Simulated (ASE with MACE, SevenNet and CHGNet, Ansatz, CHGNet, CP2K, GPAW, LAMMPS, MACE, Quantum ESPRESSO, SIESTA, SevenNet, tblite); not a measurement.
**Running glassy 60SiO2-7Al2O3-17Li2O-17SrO (mol %) (89 atoms) with machine-learned potentials**

Aim: run glassy 60SiO2-7Al2O3-17Li2O-17SrO (mol %) (89 atoms) in machine-learned potentials and see how near its forces come to a plane-wave reference, and at what cost.

Main program and level: ASE with MACE, SevenNet and CHGNet; the method is named at each step.

### 1. The starting structure

The cell holds 89 atoms: 18 Si, 4 Al, 10 Li, 5 Sr and 52 O. Cell: a = 10.427 Å, b = 10.427 Å, c = 10.427 Å, α = 90.0°, β = 90.0°, γ = 90.0°. 89 atoms (18 Si, 4 Al, 10 Li, 5 Sr, 52 O) placed at random at 2.76 g/cm³, melted at 4000 K for 10 ps at fixed volume with the Morse and Coulomb pair potential with partial charges (Pedone, Malavasi, Menziani, Cormack and Segre, J. Phys. Chem. B 110, 11780 (2006)). Quenched from 4000 K to 300 K at 50 K/ps and fixed volume, held 10 ps at zero pressure.

The yardstick, on the same geometry:

- method: Kohn-Sham DFT, PBE, SSSP efficiency 1.3.0 pseudopotentials, plane waves (Quantum ESPRESSO 7.5); sssp-pbe-1.3.0-efficiency, cutoffs 60/480 Ry, Γ point
- r.m.s. force component: 1.466 eV/Å
- longest force: 6.641 eV/Å
- pressure: 4.549 GPa
- gap (highest filled to lowest empty level): 2.469 eV
- time: 2.5 min on 4 MPI ranks of Arm Neoverse V2, shared host
- CPU time: 10 min

### 2. MACE MP-0b2 small potential

Method: machine-learned interatomic potential MACE MP-0b2 small, trained on PBE(+U) plane-wave data.

The input, run.py:

```python
import numpy as np
from ase.io import read
import mlip  # loads the published weights by name

atoms = read("structure.xyz")
atoms.calc = mlip.calc("mace-mp-0b2-small")
energy = atoms.get_potential_energy()
forces = atoms.get_forces()
print(f"energy {energy:.6f} eV")
print("forces (eV/A)")
for i, (a, f) in enumerate(zip(atoms, forces)):
    print(f"{i:4d} {a.symbol:2s} {f[0]:10.5f} {f[1]:10.5f} {f[2]:10.5f}")
stress = -atoms.get_stress(voigt=False) * 160.21766
print("stress (GPa, compression positive)")
for row in stress:
    print(" ".join(f"{x:10.4f}" for x in row))
```

The input, structure.xyz:

```xyz
89
Lattice="10.42707 0.00000 0.00000 0.00000 10.42707 0.00000 0.00000 0.00000 10.42707" Properties=species:S:1:pos:R:3 pbc="T T T"
Si 4.05519 0.43387 0.85398
Si 3.09674 2.02462 5.90214
Si 7.29019 3.02197 7.90455
Si 7.70321 7.30708 9.14120
Si 4.84098 0.20281 3.99805
Si 9.05695 2.73471 1.58648
Si 7.02263 7.49435 3.08787
Si 5.31113 4.93440 2.72511
Si 7.04422 7.86284 6.28127
Si 2.51657 4.13089 3.66814
Si 1.53372 1.85122 1.65415
Si 1.21528 8.66938 6.26719
Si 4.10065 8.06774 5.61811
Si 6.96445 4.51586 0.10281
Si 0.83542 9.49906 3.21894
Si 0.27726 2.32107 6.76435
Si 2.47820 5.52770 10.02761
Si 6.82942 4.65433 5.28746
Al 2.42940 8.24844 1.03478
Al 10.28537 9.03589 9.37738
Al 9.87141 4.32317 4.39584
Al 8.40453 0.21344 7.69695
Li 2.26591 8.53904 8.78793
Li 2.62283 2.48279 8.94538
Li 10.40893 3.52164 9.73336
Li 1.69805 6.69877 4.38187
Li 5.49590 8.45698 0.61207
Li 7.18373 0.98338 10.22739
Li 6.62275 0.67609 2.36611
Li 3.86114 7.30479 3.06379
Li 8.39525 9.71740 1.34885
Li 4.67612 2.93459 9.67570
Sr 10.30539 5.43647 7.71728
Sr 10.41164 6.24008 1.49816
Sr 8.70316 0.29008 4.28448
Sr 4.21994 5.04764 7.39748
Sr 5.10363 10.25075 8.04532
O 8.38691 4.93555 5.02126
O 4.54203 0.65273 2.43003
O 7.23430 6.02487 10.08798
O 6.42182 3.72330 9.20627
O 5.17162 0.98056 10.40288
O 5.37588 8.23551 6.56989
O 3.73623 9.33671 0.68631
O 7.60999 6.95590 7.57141
O 1.57824 1.54613 5.99869
O 6.00495 5.87941 5.76116
O 1.25021 0.55045 2.70562
O 0.77004 7.14202 6.15875
O 2.85243 8.82766 6.40441
O 7.88141 9.30939 6.74225
O 3.84988 2.18583 7.30156
O 9.43066 3.16451 3.13427
O 2.98642 3.40214 5.03534
O 7.25453 7.84554 4.67456
O 7.09823 1.43487 7.99037
[... 29 atom lines left out ...]
O 6.76602 8.74643 2.21210
O 3.97678 0.96586 5.08758
O 2.22868 2.87933 2.58143
O 9.04371 10.20560 9.36121
```

On the command line:

```bash
OMP_NUM_THREADS=1 python run.py > output.txt
```

The program printed:

```text
energy -628.878363 eV
forces (eV/A)
   0 Si   -1.03565    0.75802    4.36569
   1 Si   -0.38272   -0.36364   -0.23504
   2 Si    1.61353    2.42628   -1.08338
   3 Si    1.58754   -0.52145    1.30618
   4 Si   -1.29112   -1.32595   -0.35235
   5 Si    1.55549   -0.26682    3.61851
   6 Si    2.25464   -2.72885   -0.05485
   7 Si    2.94407    1.77807    1.39260
   8 Si   -0.53845    0.13346    0.34477
   9 Si   -1.01509   -3.60177   -0.99732
  10 Si   -0.84785   -2.57506    1.95401
  11 Si   -0.26663   -1.55765    0.37125
  12 Si   -0.89977    2.97420   -2.02502
  13 Si    1.41512    0.88690    1.09720
  14 Si    0.80371    0.27208    0.23226
  15 Si    0.34169   -1.57979   -0.73010
  16 Si    0.51985    3.58421   -3.30259
  17 Si    0.64900   -0.50668   -1.62259
  18 Al   -1.00556    0.44001    0.16953
  19 Al   -0.65608   -0.75772   -1.92859
  20 Al   -0.45381   -0.50042   -1.40896
  21 Al    1.61660   -0.13670    1.62260
  22 Li   -0.02502   -0.88529   -0.64439
  23 Li   -0.96407    0.26306   -0.47909
[...]
81 O    -0.51965   -1.52426    1.26995
  82 O    -0.59615    1.62565   -0.64750
  83 O     0.11365   -0.10650   -0.08314
  84 O    -0.67898   -0.83843   -1.64322
  85 O    -0.34211    3.76331   -2.16867
  86 O    -0.67876    0.20217    0.10202
  87 O     0.93342    2.14009    1.29872
  88 O    -1.10254    1.39990   -0.50957
stress (GPa, compression positive)
    6.3604    -0.5404    -0.8614
   -0.5404     5.7226     1.2691
   -0.8614     1.2691     2.3646
```

It took 9 s on 1 thread of Arm Neoverse V2, shared host; peak memory 0.68 GiB.

Banners, paths, timers and routine set-up lines are dropped from the logs unmarked, and long logs keep their key lines alone; longer cuts are marked.

Compared with the plane-wave run:

| Property | Result |
| --- | --- |
| r.m.s. force component | 1.406 eV/Å |
| r.m.s. difference of force components | 122.6 meV/Å |
| longest difference of force vectors | 614.3 meV/Å |
| force difference over r.m.s. force | 8.358 % |
| slope of forces against the reference's | 0.9562 |
| correlation of force components | 0.9972 |
| pressure | 4.816 GPa |
| pressure difference | 0.2669 GPa |

Length of the force difference by element (eV/Å):

```csv
element,atoms,mean,most
Al,4,0.25,0.41
Li,10,0.17,0.27
O,52,0.16,0.45
Si,18,0.26,0.61
Sr,5,0.18,0.29
```

The surroundings of O84, picked at random, nearest first, numbered as they follow in the input and with coordinates relative to it.

```csv
atom,x,y,z,distance (Å),Fx,Fy,Fz (eV/Å)
O84,0.00,0.00,0.00,0.00,0.11,-0.11,-0.08
Si4,-1.62,-0.16,-0.37,1.67,1.59,-0.52,1.31
Al20,0.96,1.57,-0.13,1.84,-0.66,-0.76,-1.93
O40,-2.09,-1.44,0.58,2.61,-0.06,-0.02,-0.46
O45,-1.72,-0.51,-1.94,2.64,0.09,-1.06,-1.92
O66,-2.55,1.04,-0.05,2.75,-2.74,2.50,0.95
O89,-0.28,2.74,-0.15,2.75,-1.10,1.40,-0.51
O76,2.27,1.33,0.93,2.79,0.25,-0.02,-0.16
Sr33,0.98,-2.03,-1.79,2.88,0.16,0.77,-0.61
Sr34,1.09,-1.23,2.42,2.92,-1.55,0.87,0.37
```

Atoms are counted from 1 here, from 0 in the log.

Forces lie 8.4 % from the reference's, at 0.0084 times its CPU time (on 1 against 4 cores).

### 3. SevenNet l3i5 potential

Method: machine-learned interatomic potential SevenNet l3i5, trained on PBE(+U) plane-wave data.

Edit run.py of step 2 so:

```diff
@@ -5,3 +5,3 @@
 atoms = read("structure.xyz")
-atoms.calc = mlip.calc("mace-mp-0b2-small")
+atoms.calc = mlip.calc("7net-l3i5")
 energy = atoms.get_potential_energy()
```

structure.xyz is that of step 2.

The program printed:

```text
energy -628.323242 eV
forces (eV/A)
   0 Si   -1.06852    0.77831    4.58508
   1 Si   -0.45103   -0.41893   -0.13638
   2 Si    1.75531    2.39645   -1.23032
   3 Si    1.65345   -0.45570    1.21793
   4 Si   -1.15479   -1.35848   -0.18099
   5 Si    1.56746   -0.47116    3.52900
   6 Si    2.55198   -2.58520   -0.19873
   7 Si    3.14519    1.81949    1.55002
   8 Si   -0.28572    0.05750    0.31921
   9 Si   -0.98890   -3.67687   -0.76071
  10 Si   -1.09185   -2.81974    2.06445
  11 Si   -0.39510   -1.60686    0.31679
  12 Si   -0.93152    3.01695   -1.97026
  13 Si    1.48759    1.01125    1.09438
  14 Si    0.73980    0.23701    0.35080
  15 Si    0.19151   -1.77479   -0.82939
  16 Si    0.46367    3.64465   -3.54829
  17 Si    0.73309   -0.40544   -1.58112
  18 Al   -1.22040    0.48289    0.10682
  19 Al   -0.90769   -0.78560   -2.01051
  20 Al   -0.60048   -0.61812   -1.22321
  21 Al    1.56059   -0.15025    1.59760
  22 Li   -0.05060   -0.98389   -0.75926
  23 Li   -1.06084    0.24563   -0.49881
[...]
81 O    -0.54313   -1.57287    1.33810
  82 O    -0.55372    1.68916   -0.63071
  83 O     0.14568   -0.09291   -0.11543
  84 O    -0.72204   -0.89333   -1.66269
  85 O    -0.38627    3.84020   -2.12468
  86 O    -0.70494    0.14360    0.07807
  87 O     1.00525    2.29053    1.28245
  88 O    -1.04465    1.38522   -0.42659
stress (GPa, compression positive)
    6.1183    -0.4942    -1.0028
   -0.4942     5.6238     1.4027
   -1.0028     1.4027     2.0223
```

It took 12 s on 1 thread; peak memory 1.6 GiB.

Against the reference:

| Property | Result |
| --- | --- |
| r.m.s. force component | 1.441 eV/Å |
| r.m.s. difference of force components | 62.05 meV/Å |
| longest difference of force vectors | 313 meV/Å |
| force difference over r.m.s. force | 4.232 % |
| slope of forces against the reference's | 0.9821 |
| correlation of force components | 0.9992 |
| pressure | 4.588 GPa |
| pressure difference | 0.0391 GPa |

Against the first run (8.4 %), the force difference from the reference is 4.2 %, at 1.5 times the CPU time.

### 4. CHGNet r2SCAN potential

Method: machine-learned interatomic potential CHGNet r2SCAN, trained on r2SCAN plane-wave data.

Edit run.py of step 3 so:

```diff
@@ -5,3 +5,3 @@
 atoms = read("structure.xyz")
-atoms.calc = mlip.calc("7net-l3i5")
+atoms.calc = mlip.calc("chgnet-r2scan")
 energy = atoms.get_potential_energy()
```

structure.xyz is that of step 3.

The program printed:

```text
CHGNet vr2scan initialized with 412,525 parameters
CHGNet will run on cpu
energy -853.842407 eV
forces (eV/A)
   0 Si   -1.06699    0.38159    3.79150
   1 Si   -0.53111   -0.47002   -0.08646
   2 Si    1.39479    1.86303   -0.86557
   3 Si    1.46857   -0.62939    1.13068
   4 Si   -1.11329   -1.22335   -0.21295
   5 Si    1.80735   -0.02914    2.97952
   6 Si    1.66181   -2.38213    0.19119
   7 Si    2.86974    1.63123    1.33438
   8 Si   -0.26954    0.15492    0.53495
   9 Si   -1.07894   -3.06106   -0.46676
  10 Si   -0.77525   -2.21703    1.72095
  11 Si   -0.07069   -1.24780    0.30638
  12 Si   -0.87416    2.83330   -1.43956
  13 Si    1.12551    0.76608    0.81408
  14 Si    0.45448    0.50019    0.46053
  15 Si    0.18083   -1.33530   -0.98708
  16 Si    0.48542    3.27444   -2.96236
  17 Si    0.53489   -0.20397   -1.42045
  18 Al   -0.77908    0.16847    0.00549
  19 Al   -0.47515   -0.78372   -1.57008
  20 Al   -0.39458   -0.50462   -0.97623
  21 Al    1.04523   -0.10207    1.03104
  22 Li   -0.09843   -0.67496   -0.42734
  23 Li   -0.66089    0.24567   -0.37091
[...]
81 O    -0.34250   -1.15682    1.17051
  82 O    -0.39022    1.28781   -0.58289
  83 O     0.02770    0.03873   -0.19127
  84 O    -0.50305   -0.63537   -1.40509
  85 O    -0.25586    3.06207   -1.66362
  86 O    -0.63250    0.27756   -0.01068
  87 O     0.75737    1.92717    1.04589
  88 O    -0.74911    1.09616   -0.57726
stress (GPa, compression positive)
    1.7848    -0.3597    -0.7646
   -0.3597     1.7976     1.2084
   -0.7646     1.2084    -1.8302
```

It took 2.9 s on 1 thread; peak memory 1.3 GiB.

Against the reference:

| Quantity | Value |
| --- | --- |
| r.m.s. force component | 1.175 eV/Å |
| r.m.s. difference of force components | 354.8 meV/Å |
| longest difference of force vectors | 1300 meV/Å |
| force difference over r.m.s. force | 24.2 % |
| slope of forces against the reference's | 0.792 |
| correlation of force components | 0.988 |
| pressure | 0.5841 GPa |
| pressure difference | -3.965 GPa |

Against the first run (8.4 %), the force difference from the reference is 24 %, at 0.51 times the CPU time; this potential was trained at another functional than the reference's.

### 5. Side by side

Differences are against the plane-wave reference, forces as r.m.s. over components; share is that over the reference's r.m.s. force, slope the least-squares factor from reference forces to these. Total energies of different programs have different zeros and aren't compared.

```csv
run,"Δ force, r.m.s. (meV/Å)",share (%),slope,Δ pressure (GPa),cores,CPU time,memory (GiB)
reference,-,-,-,-,4,10 min,3.6
MACE MP-0b2 small potential,123,8.36,0.956,0.267,1,5.1 s,0.68
SevenNet l3i5 potential,62.1,4.23,0.982,0.0391,1,7.5 s,1.6
CHGNet r2SCAN potential,355,24.2,0.792,-3.96,1,2.6 s,1.3
```

Times of the machine-learned potentials are mostly Python's start and the loading of weights.

CPU time is summed over cores on a shared host, where runs went side by side, so it is rough. Symmetry, cutoffs, thresholds, outputs and thread counts weren't matched or tuned between programs; memory under MPI is the largest rank's times the ranks.

### 6. Results

```json
{
  "nearest in forces": "SevenNet l3i5 potential, 4.2 %",
  "its CPU time": "7.5 s"
}
```

**Reading.** Machine-learned potentials differ by 4.2 % (SevenNet l3i5 potential) to 24 % (CHGNet r2SCAN potential); they were trained on other programs' data, some at another functional. The reference's pressure holds the uncorrected Pulay stress of its 60 Ry basis, so small pressure differences, and their order, may be the reference's own error. Machine-learned potentials mimic data converged in k, so the reference's own k-point error enters their differences. The quench rate of 50 K/ps is many orders above laboratory rates, so the cell is likely richer in defects and strain than a real sample. The network of bonds at the start is that of the classical potential that made the cell, and needn't be the one that DFT or experiment would give. The reference's stress is far from hydrostatic: its diagonal is 5.9, 5.6, 2.1 GPa, compression counted positive. The electronic-structure runs sample only Γ, in a cell whose shortest periodic width is 10 Å.

[Also dropped from logs without a mark: logging warnings of Python, and SIESTA's first energy breakdown and zero terms.]

[Logs are printed without paths, hosts, clocks, repeated set-up lines and the standing remarks that a program may print on its own settings, such as how far it seeks lower states.]

[Hosts, paths, dates, database ids (printed as entryN), source tags and the programs' standing remarks are cut or masked in the printed files.]
